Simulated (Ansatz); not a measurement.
**KAl3: relaxing a made-up structure**

Starting from a made-up structure for KAl3, the aim is the relaxed cell, its shortest contacts and, where a second run follows, its electronic structure.

Program: Ansatz 0.2.0. Level of theory: DFT, r2SCAN, plane-wave PAW, files of the set soft_1, scalar-relativistic, no spin, cell and ions relaxed at zero pressure; PAW set soft_1. Results are calculated unless marked as measured.

## (1) The structure

The structure is hexagonal, space group P-6m2 (No. 187). Conventional cell: a = 3.407 Å, b = 3.407 Å, c = 10.766 Å, α = 90.00°, β = 90.00°, γ = 120.00°. Nearest to K lie 6 Al at 3.35 Å and 6 K at 3.41 Å. Nearest to Al lie 9 Al at 3.31 to 3.41 Å and 3 K at 3.35 Å. Nearest to Al lie 12 Al at 3.31 to 3.41 Å. Farther neighbours are not listed.

## (2) Relaxation of the guess

The guessed cell has no reason to be at equilibrium. It is relaxed with the atoms, within the space group of the guess.

The input, input.yaml:

```yaml
crystal:
  lattice:
    - [3.407, 0.0, 0.0]
    - [-1.7035, 2.950548551, 0.0]
    - [0.0, 0.0, 10.766]
  atoms:
    - { symbol: K, position: [0.0, 0.0, 0.0] }
    - { symbol: Al, position: [0.666666667, 0.333333333, 0.7476] }
    - { symbol: Al, position: [0.666666667, 0.333333333, 0.2524] }
    - { symbol: Al, position: [0.0, 0.0, 0.5] }
kpoints:
  mp_grid: { grid: [9, 9, 3] }
scf:
  occupations: { method: fermi_dirac, width: 0.05 }
hamiltonian:
  xc: r2scan
  pseudopotentials: { kind: paw, azcp: { folder: soft_1 } }
relax:
  f_tol: 0.015
  max_steps: 70
  cell: {}
output:
  forces: true
  stress: true
```

On the command line:

```console
$ ansatz run input.yaml --threads 4 --pin off --max-ram 10240MiB --backend cpu --events-out ev --progress --plain --runs-dir out
```

Numbers of over 12 decimals in the logs are rounded to 6 here.

The program printed:

```text
Engine: ansatz 0.2.0, aarch64-unknown-linux-gnu
Pseudopotentials: kind: paw
Pseudopotential: K, paw, valence charge 9, recommended cutoff 500 eV (meta_gga), soft_1/K.paw.azcp
Pseudopotential: Al, paw, valence charge 3, recommended cutoff 500 eV (meta_gga), soft_1/Al.paw.azcp
Functional definition: r2SCAN
  parameter k0 = 0.174
  parameter k1 = 0.065
  parameter a1 = 4.9479
  exchange = r2scan_x(k0 = k0, k1 = k1, a1 = a1)
  correlation = r2scan_c
Crystal: 4 atoms, lattice volume = 108.225 Å³
Basis set: ecut = 500 eV, 2799 PW (Γ), exchange–correlation on 100×100×320 points (64 copies of the dense FFT grid, shifted against one another)
Bands: 13, of which v1, the nominal top of the filled ones, is band 9 counted from 1 (8 counted from 0)
Symmetry: 12 space group operations
Space group: P-6m2 (ITA 187), of the structure as read, at distance tolerance 4.8e-5 Å
k-points: 24 of 243 (time reversal used)
Non-local potential: K, projectors of the file, l = 0: 3, l = 1: 2, l = 2: 2
Non-local potential: Al, projectors of the file, l = 0: 2, l = 1: 2, l = 2: 1
PAW form: soft (Blöchl's): semilocal exchange-correlation on the pseudo side does not see the compensation charge
PAW frozen core: K, regenerated for the run's functional (the file was generated under x = pbe(κ = 0.804, μ = 0.219515), c = pbe(β = 0.066725))
PAW frozen core: Al, regenerated for the run's functional (the file was generated under x = pbe(κ = 0.804, μ = 0.219515), c = pbe(β = 0.066725))
PAW one-centre angular grid: K, 302 points (default); XC on 160 Gauss nodes
PAW one-centre angular grid: Al, 302 points (default); XC on 160 Gauss nodes
Initial density: superposition of atomic densities (chi_scale 0.1, normalization cell, long waves kept (reshape's long-wave potential 0.67 eV rms))
Initial wavefunctions: pseudopotential atomic-orbital guess
Functional: x = r2scan, c = r2scan; τ floored in thin density (d = 2e-4 eV/Å³)
SCF iter   1: F=—  HF=-3162.886064 eV  |F-HF|=—  |Δ(HF+E_count)|=         —  Δρ=3.33e-2  dr2=1.91e1  dr2_τ=2.26e-2  ethr=3.10e-3  ⟨swp⟩=7.4  Hψ=2319  notcnv=0
preconditioner: auto → none  [metal: Δε(μ)=0.066 eV  Ē_g=4.902 eV  σ=0.050 eV  W_gap=0.32  n_scr=6 (ndim 8)  ℏωp=11.3 eV  f_vac=0.000  D(μ)=2.93/eV (n_scr^D=24)  sad-step TF]
SCF iter   2: F=—  HF=-3161.726613 eV  |F-HF|=—  |Δ(HF+E_count)|=    1.16e0  Δρ=1.95e-2  dr2=6.57e0  dr2_τ=4.16e-3  ethr=3.10e-3  ⟨swp⟩=2.6  Hψ=603  notcnv=0
SCF iter   3: F=—  HF=-3161.169908 eV  |F-HF|=—  |Δ(HF+E_count)|=   5.57e-1  Δρ=4.64e-3  dr2=1.15e-1  dr2_τ=9.28e-4  ethr=3.10e-3  ⟨swp⟩=3.6  Hψ=771  notcnv=0
SCF iter   4: F=—  HF=-3161.159762 eV  |F-HF|=—  |Δ(HF+E_count)|=   1.01e-2  Δρ=2.56e-3  dr2=2.55e-2  dr2_τ=4.62e-4  ethr=6.41e-4  ⟨swp⟩=2.9  Hψ=634  notcnv=0
SCF iter   5: F=—  HF=-3161.157139 eV  |F-HF|=—  |Δ(HF+E_count)|=   2.62e-3  Δρ=8.65e-4  dr2=1.40e-2  dr2_τ=3.08e-5  ethr=1.42e-4  ⟨swp⟩=2.5  Hψ=509  notcnv=0
SCF iter   6: F=—  HF=-3161.155962 eV  |F-HF|=—  |Δ(HF+E_count)|=   1.18e-3  Δρ=4.57e-4  dr2=1.02e-3  dr2_τ=1.99e-6  ethr=7.79e-5  ⟨swp⟩=1.8  Hψ=347  notcnv=0
SCF iter   7: F=—  HF=-3161.155909 eV  |F-HF|=—  |Δ(HF+E_count)|=   5.33e-5  Δρ=1.55e-4  dr2=1.65e-4  dr2_τ=8.51e-7  ethr=5.67e-6  ⟨swp⟩=2.2  Hψ=450  notcnv=0
SCF iter   8: F=—  HF=-3161.155888 eV  |F-HF|=—  |Δ(HF+E_count)|=   2.14e-5  Δρ=3.91e-5  dr2=3.85e-6  dr2_τ=2.09e-8  ethr=9.15e-7  ⟨swp⟩=2.3  Hψ=424  notcnv=0
SCF iter   9: F=—  HF=-3161.155892 eV  |F-HF|=—  |Δ(HF+E_count)|=   4.89e-6  Δρ=7.18e-6  dr2=1.34e-7  dr2_τ=9.02e-10  ethr=2.14e-8  ⟨swp⟩=2.0  Hψ=436  notcnv=0
SCF iter  10: F=-3161.155893 eV  HF=-3161.155893 eV  |F-HF|=4.27e-10  |Δ(HF+E_count)|=   2.31e-7  Δρ=8.40e-7  dr2=2.34e-9  dr2_τ=6.58e-11  ethr=5.56e-10  ⟨swp⟩=4.7  Hψ=1066  notcnv=0
SCF 1 converged in 10 iterations: F = -3161.155893 eV  dr2 = 2.34e-9
  greatest PAW one-centre occupation: 0.990 electrons in one spin orbital (limit 2), on the K atom at site 0 (counted from 0), in its partial waves of l = 0
relax step   1: F+E_penalty+E_count = -3161.15589265 eV  Δ(F+E_penalty+E_count) = +0.000e0 eV  max|allowed force component| = 1.417e0 eV/Å  Δτ_max = 0.0000 Å  P = -4.684 GPa  Ω = 108.225 Å³  (10 SCF iters, dr2 threshold 1.00e-7 eV, accepted)
Crystal: 4 atoms, lattice volume = 102.657 Å³
Basis set: ecut = 500 eV, 2559 PW (Γ), exchange–correlation on 100×100×320 points (64 copies of the dense FFT grid, shifted against one another)
Initial density: handed on by an earlier stage of this run
Initial wavefunctions: those handed on with the density
iter 1 solved again at ethr=9.07e-5 eV; its pass at ethr=3.10e-3 eV (dr2=1.63e-2 eV) is discarded
SCF iter   1: F=—  HF=-3161.803414 eV  |F-HF|=—  |Δ(HF+E_count)|=         —  Δρ=3.19e-3  dr2=1.61e-2  dr2_τ=1.30e-2  ethr=9.07e-5  ⟨swp⟩=1.0  Hψ=2410  notcnv=0
preconditioner: auto → none  [metal: Δε(μ)=0.018 eV  Ē_g=5.585 eV  σ=0.050 eV  W_gap=0.09  n_scr=6 (ndim 8)  ℏωp=11.6 eV  f_vac=0.000  D(μ)=1.81/eV (n_scr^D=4)]
SCF iter   2: F=—  HF=-3161.809782 eV  |F-HF|=—  |Δ(HF+E_count)|=   6.37e-3  Δρ=1.72e-3  dr2=5.99e-3  dr2_τ=7.82e-5  ethr=8.94e-5  ⟨swp⟩=2.6  Hψ=631  notcnv=0
SCF iter   3: F=—  HF=-3161.813042 eV  |F-HF|=—  |Δ(HF+E_count)|=   3.26e-3  Δρ=1.26e-3  dr2=2.26e-2  dr2_τ=3.90e-5  ethr=3.33e-5  ⟨swp⟩=2.2  Hψ=464  notcnv=0  recentre
SCF iter   4: F=—  HF=-3161.811021 eV  |F-HF|=—  |Δ(HF+E_count)|=   2.02e-3  Δρ=7.60e-4  dr2=3.23e-3  dr2_τ=5.39e-6  ethr=3.33e-5  ⟨swp⟩=2.1  Hψ=462  notcnv=0
SCF iter   5: F=—  HF=-3161.810988 eV  |F-HF|=—  |Δ(HF+E_count)|=   3.25e-5  Δρ=1.37e-4  dr2=5.63e-5  dr2_τ=8.43e-7  ethr=1.79e-5  ⟨swp⟩=1.8  Hψ=370  notcnv=0
SCF iter   6: F=—  HF=-3161.810990 eV  |F-HF|=—  |Δ(HF+E_count)|=   1.35e-6  Δρ=4.01e-5  dr2=4.13e-6  dr2_τ=2.66e-7  ethr=3.13e-7  ⟨swp⟩=2.7  Hψ=499  notcnv=0
SCF iter   7: F=—  HF=-3161.810990 eV  |F-HF|=—  |Δ(HF+E_count)|=   6.89e-7  Δρ=1.36e-5  dr2=9.93e-7  dr2_τ=5.28e-9  ethr=2.30e-8  ⟨swp⟩=2.2  Hψ=402  notcnv=0
SCF iter   8: F=-3161.810990 eV  HF=-3161.810990 eV  |F-HF|=1.30e-8  |Δ(HF+E_count)|=   3.88e-9  Δρ=3.22e-6  dr2=3.91e-8  dr2_τ=6.42e-10  ethr=2.22e-9  ⟨swp⟩=4.0  Hψ=966  notcnv=0
SCF 2 converged in 8 iterations: F = -3161.810990 eV  dr2 = 3.91e-8
relax step   2: F+E_penalty+E_count = -3161.81099032 eV  Δ(F+E_penalty+E_count) = -6.551e-1 eV  max|allowed force component| = 1.014e0 eV/Å  Δτ_max = 0.1950 Å  P = -4.817 GPa  Ω = 102.657 Å³  energy of the carried Pulay correction = +2.670e-4 eV  (8 SCF iters, dr2 threshold 4.00e-7 eV, accepted)
Crystal: 4 atoms, lattice volume = 93.065 Å³
Basis set: ecut = 500 eV, 2335 PW (Γ), exchange–correlation on 100×100×320 points (64 copies of the dense FFT grid, shifted against one another)
[...]
SCF iter   5: F=—  HF=-3162.320360 eV  |F-HF|=—  |Δ(HF+E_count)|=   7.15e-4  Δρ=1.80e-4  dr2=1.57e-4  dr2_τ=2.43e-6  ethr=5.14e-6  ⟨swp⟩=2.3  Hψ=452  notcnv=0
SCF iter   6: F=—  HF=-3162.320361 eV  |F-HF|=—  |Δ(HF+E_count)|=   1.02e-6  Δρ=5.51e-5  dr2=1.99e-5  dr2_τ=8.36e-7  ethr=8.70e-7  ⟨swp⟩=2.0  Hψ=385  notcnv=0
SCF iter   7: F=—  HF=-3162.320360 eV  |F-HF|=—  |Δ(HF+E_count)|=   7.33e-7  Δρ=2.57e-5  dr2=4.41e-6  dr2_τ=2.66e-8  ethr=1.10e-7  ⟨swp⟩=1.2  Hψ=319  notcnv=0
SCF iter   8: F=-3162.320360 eV  HF=-3162.320360 eV  |F-HF|=5.10e-8  |Δ(HF+E_count)|=   1.92e-7  Δρ=4.17e-6  dr2=7.24e-8  dr2_τ=5.00e-10  ethr=2.22e-9  ⟨swp⟩=3.0  Hψ=1149  notcnv=0
SCF 3 converged in 8 iterations: F = -3162.320360 eV  dr2 = 7.24e-8
relax step   3: F+E_penalty+E_count = -3162.32035973 eV  Δ(F+E_penalty+E_count) = -5.094e-1 eV  max|allowed force component| = 2.972e-1 eV/Å  Δτ_max = 0.1987 Å  P = -2.441 GPa  Ω = 93.065 Å³  energy of the carried Pulay correction = +7.751e-4 eV  (8 SCF iters, dr2 threshold 4.00e-7 eV, accepted)
[...]
relax step   4: F+E_penalty+E_count = -3162.36996472 eV  Δ(F+E_penalty+E_count) = -4.960e-2 eV  max|allowed force component| = 4.426e-1 eV/Å  Δτ_max = 0.0898 Å  P = +1.335 GPa  Ω = 84.765 Å³  energy of the carried Pulay correction = +1.273e-3 eV  (8 SCF iters, dr2 threshold 4.00e-7 eV, accepted)
[...]
relax step   5: F+E_penalty+E_count = -3162.37524901 eV  Δ(F+E_penalty+E_count) = -5.284e-3 eV  max|allowed force component| = 7.444e-2 eV/Å  Δτ_max = 0.0805 Å  P = +0.568 GPa  Ω = 83.338 Å³  energy of the carried Pulay correction = +1.365e-3 eV  (7 SCF iters, dr2 threshold 4.00e-7 eV, accepted)
[...]
relax step   6: F+E_penalty+E_count = -3162.39712162 eV  Δ(F+E_penalty+E_count) = -2.187e-2 eV  max|allowed force component| = 1.139e-1 eV/Å  Δτ_max = 0.0085 Å  P = -0.336 GPa  Ω = 86.332 Å³  energy of the carried Pulay correction = +1.174e-3 eV  (8 SCF iters, dr2 threshold 4.00e-7 eV, accepted)
[...]
relax step   7: F+E_penalty+E_count = -3162.39909976 eV  Δ(F+E_penalty+E_count) = -1.978e-3 eV  max|allowed force component| = 1.772e-2 eV/Å  Δτ_max = 0.0176 Å  P = +0.016 GPa  Ω = 85.995 Å³  energy of the carried Pulay correction = +1.196e-3 eV  (6 SCF iters, dr2 threshold 4.00e-7 eV, accepted)
[...]
relax step   8: F+E_penalty+E_count = -3162.39933930 eV  Δ(F+E_penalty+E_count) = -2.395e-4 eV  max|allowed force component| = 2.471e-3 eV/Å  Δτ_max = 0.0019 Å  P = +0.014 GPa  Ω = 85.845 Å³  energy of the carried Pulay correction = +1.205e-3 eV  (6 SCF iters, dr2 threshold 1.91e-7 eV, accepted)
Basis set: ecut = 500 eV, 2173 PW (Γ), exchange–correlation on 96×96×300 points (64 copies of the dense FFT grid, shifted against one another)
Initial wavefunctions: pseudopotential atomic-orbital guess (no wavefunctions were taken with the density)
iter 1 solved again at ethr=5.98e-6 eV; its pass at ethr=3.10e-3 eV (dr2=1.08e-3 eV) is discarded
SCF iter   1: F=—  HF=-3162.398392 eV  |F-HF|=—  |Δ(HF+E_count)|=         —  Δρ=1.45e-4  dr2=1.63e-6  dr2_τ=8.66e-6  ethr=5.98e-6  ⟨swp⟩=2.2  Hψ=2947  notcnv=0
eigensolver tolerance schedule: the retry pair's looser diagonalisation over-reported the residual by 661.18 of it (diagonalisation noise at an unbounded share of the residual, at the tolerance the schedule requests for it); recorded, not acted on — ethr = c·dr2/N_el stays at c = 1.0e-1
preconditioner: auto → none  [metal: Δε(μ)=0.048 eV  Ē_g=6.141 eV  σ=0.050 eV  W_gap=0.23  n_scr=6 (ndim 8)  ℏωp=12.7 eV  f_vac=0.000  D(μ)=1.75/eV (n_scr^D=6)]
SCF iter   2: F=—  HF=-3162.398400 eV  |F-HF|=—  |Δ(HF+E_count)|=   8.48e-6  Δρ=7.36e-5  dr2=9.79e-7  dr2_τ=4.90e-7  ethr=9.04e-9  ⟨swp⟩=2.0  Hψ=533  notcnv=0
SCF iter   3: F=—  HF=-3162.398403 eV  |F-HF|=—  |Δ(HF+E_count)|=   2.99e-6  Δρ=3.67e-5  dr2=7.53e-6  dr2_τ=9.18e-8  ethr=5.44e-9  ⟨swp⟩=2.3  Hψ=459  notcnv=0  recentre
SCF iter   4: F=—  HF=-3162.398403 eV  |F-HF|=—  |Δ(HF+E_count)|=   4.42e-7  Δρ=3.97e-6  dr2=1.01e-8  dr2_τ=2.42e-9  ethr=5.44e-9  ⟨swp⟩=2.0  Hψ=385  notcnv=0
SCF iter   5: F=—  HF=-3162.398403 eV  |F-HF|=—  |Δ(HF+E_count)|=   1.11e-8  Δρ=9.58e-7  dr2=5.23e-10  dr2_τ=9.90e-11  ethr=5.59e-11  ⟨swp⟩=2.6  Hψ=523  notcnv=0
SCF iter   6: F=—  HF=-3162.398403 eV  |F-HF|=—  |Δ(HF+E_count)|=  9.50e-10  Δρ=3.30e-7  dr2=4.24e-10  dr2_τ=9.94e-12  ethr=2.91e-12  ⟨swp⟩=2.0  Hψ=484  notcnv=0
SCF iter   7: F=-3162.398403 eV  HF=-3162.398403 eV  |F-HF|=9.55e-12  |Δ(HF+E_count)|=  8.73e-11  Δρ=1.02e-7  dr2=2.42e-11  dr2_τ=1.40e-12  ethr=1.00e-12  ⟨swp⟩=3.2  Hψ=1195  notcnv=0
SCF 9 converged in 7 iterations: F = -3162.398403 eV  dr2 = 2.42e-11
relax step   9: F+E_penalty+E_count = -3162.39840281 eV  Δ(F+E_penalty+E_count) = +9.365e-4 eV  max|allowed force component| = 2.424e-3 eV/Å  Δτ_max = 0.0000 Å  P = +0.009 GPa  Ω = 85.845 Å³  stress off target by 3.29e-2 GPa  SCF on the basis re-selected at this cell (its energy is not comparable with the rows above)  (7 SCF iters)
basis re-selected at this cell: Δ(F+E_penalty+E_count) = +9.365e-4 eV, ΔP = -0.005 GPa vs the last step (what re-selecting the basis moved, of the pressure what is left beyond the Pulay correction that the steps carried, after the strain that the cell walked since its last selection, with what the two solves' SCF thresholds leave and, on support functions, any second-order correction that the steps lacked; it is no measure of the basis error at this ecutwfc). The dense FFT grid was sized anew with the basis: this SCF ran on 24×24×75 points, the steps before it on 25×25×80, so part of this shift can come from that change (see relax.cell in the input reference). [rest of the remark cut]
SCF converged after 7 iterations
Free energy (F): -3162.398403 eV
Harris-Foulkes:  -3162.398403 eV  (|F-HF|=9.55e-12)
Internal energy: -3162.384610 eV  (E = F + TS)
E sigma→0 (E₀):  -3162.391506 eV
Entropy (-TS):   -0.013793 eV (-3.448 meV/atom)
Fermi energy:    6.978495 eV
--- Per-component energies (eV) ---
  E_band       = -83.334810
  E_kinetic    = 319.697591
  E_local      = -758.071615  (includes V_loc(G=0)·N_el)
  E_nonlocal   = 42.006280
  E_hartree    = 305.722063
  E_xc         = -236.771106
  E_vxc        = -277.244707  (∫ρ·V_xc dr)
  E_paw        = -2212.724239  (= ΣΔE_a)
  E_vpaw       = -35.605900  (= ΣTr[D̂ρ^β])
  E_aug_tail   = -0.000001  (compensation charges beyond the density's cutoff)
  E_vtau       = 14.439316  (kinetic-family band-sum trace: ∫τ·v_τ [+ j·A + Jᵃ·Aᵃ] dr)
  E_ewald      = -621.867073
  E_core_change = -0.376510  (= ΣΔE_core)
  E_smearing   = -0.013793  (= −TS)
  E_closure    = 0.000000  (closes the sum)
  Σ components = -3162.398403   (vs F -3162.398403, Δ=0.00e0)
--- Forces (eV/Å), atoms counted from 1 ---
  atom   1  K     -0.00000000     0.00000000    -0.00000000
  atom   2  Al    -0.00000000     0.00000000    -0.00242354
  atom   3  Al    -0.00000000     0.00000000     0.00242354
  atom   4  Al     0.00000000    -0.00000000     0.00000000
  max |Σ_I F_I| component: 8.79e-17 eV/Å
--- Stress (GPa, compression-positive) ---
       -0.002939      -0.000000       0.000000
       -0.000000      -0.002939       0.000000
        0.000000       0.000000       0.032853
  P = ⅓ Tr σ = 0.0090 GPa (0.090 kbar)
--- Relaxed structure (8 steps of the walk, 8 accepted, 1 SCFs on fresh bases) ---
  F+E_penalty+E_count = -3162.39840281 eV   max|allowed force component| = 2.424e-3 eV/Å   (the final SCF, on the basis selected at the relaxed cell)
  cell:  # Å, volume = 85.8453 Å³
    - [3.116556, 0, 0.0]
    - [-1.558278, 2.699016, 0.0]
    - [0.0, 0.0, 10.205538]
  atoms:
    - { symbol: K, position: [-2.7755575615628904e-17, 1.8503717085702413e-17, 6.445192182711525e-19] }
    - { symbol: Al, position: [0.666667, 0.333333, 0.707919] }
    - { symbol: Al, position: [0.666667, 0.333333, 0.292081] }
    - { symbol: Al, position: [-2.7755575615628904e-17, 1.8503717085702413e-17, 0.5] }
```

It took 34 s on 4 threads of Arm Neoverse N1, shared host; peak memory 0.59 GiB; 2.1 min of CPU time.

Step by step:

| step | energy less that of the first step (eV) | largest force component (eV/Å) | pressure (GPa) | volume (Å³) |
| --- | --- | --- | --- | --- |
| 1 | 0.0000 | 1.4171 | -4.68 | 108.23 |
| 2 | -0.6551 | 1.0143 | -4.82 | 102.66 |
| 3 | -1.1645 | 0.2972 | -2.44 | 93.07 |
| 4 | -1.2141 | 0.4426 | 1.34 | 84.76 |
| 5 | -1.2194 | 0.0744 | 0.57 | 83.34 |
| 6 | -1.2412 | 0.1139 | -0.34 | 86.33 |
| 7 | -1.2432 | 0.0177 | 0.02 | 85.99 |
| 8 | -1.2434 | 0.0025 | 0.01 | 85.85 |
| 9* | -1.2425 | 0.0024 | 0.01 | 85.85 |

Relaxation steps marked * repeat the geometry before them on a plane-wave basis chosen anew for their cell, so energy and pressure can jump there.

Forces are held to the 12 operations that the run works with; a distortion that breaks them can't arise in this run.

| conventional cell, symmetrised | before | after | change |
| --- | --- | --- | --- |
| a (Å) | 3.407 | 3.117 | -8.5 % |
| b (Å) | 3.407 | 3.117 | -8.5 % |
| c (Å) | 10.766 | 10.206 | -5.2 % |
| volume (Å³/atom) | 27.06 | 21.46 | -20.7 % |

The atoms that moved most (Å, as changes of fractional coordinates times the final cell):

| atom | dx | dy | dz | length |
| --- | --- | --- | --- | --- |
| Al2 | 0.000 | 0.000 | -0.405 | 0.405 |
| Al3 | 0.000 | 0.000 | 0.405 | 0.405 |

The relaxed structure:

```xyz
4
Lattice="3.1166 0.0000 0.0000 -1.5583 2.6990 0.0000 0.0000 0.0000 10.2055" Properties=species:S:1:pos:R:3 pbc="T T T"
K     0.0000    0.0000    0.0000
Al    1.5583    0.8997    7.2247
Al    1.5583    0.8997    2.9808
Al    0.0000    0.0000    5.1028
```

This step gave:

```yaml
free_energy: -3162.3984 eV
energy_at_zero_smearing: -3162.3915 eV
smearing_term_ts: 0.01379 eV
fermi_energy: 6.978 eV
electrons: 18
symmetry_operations: 12
pressure: 0.008991 GPa
```

The shortest distance of each pair, which need not be the same contact before and after:

| pair | guess (Å) | relaxed (Å) |
| --- | --- | --- |
| Al–Al | 3.313 | 2.782 |
| K–K | 3.407 | 3.117 |
| Al–K | 3.355 | 3.482 |

The relaxation ends with a largest force component of 0.0024 eV/Å and a pressure of 0.01 GPa.

## (3) Results

| Item | Value |
| --- | --- |
| space group, relaxed | P-6m2 |
| conventional cell | a = 3.117, b = 3.117, c = 10.206 Å; α = 90.0°, β = 90.0°, γ = 120.0° |
| volume per atom | 21.46 Å³ (guess 27.06) |

What this shows: KAl3 relaxes to P-6m2 with a = 3.117, b = 3.117 and c = 10.206 Å. The guessed volume was 26 % too large. The space group P-6m2 was held in the relaxation, so the end point is a stationary structure within it and may be a saddle against distortions or other arrangements. Mesh and cutoff weren't tested. A vector of the cell changed its length by 9 %, more than the volume shows. No dispersion term is used, so weakly bound directions may come out too long. Nothing here tests whether the compound is stable against decomposition.

[Logs are printed without paths, hosts, clocks, repeated set-up lines and the standing remarks that a program may print on its own settings, such as how far it seeks lower states.]

[Hosts, paths, dates, database ids (printed as entryN), source tags and the programs' standing remarks are cut or masked in the printed files.]
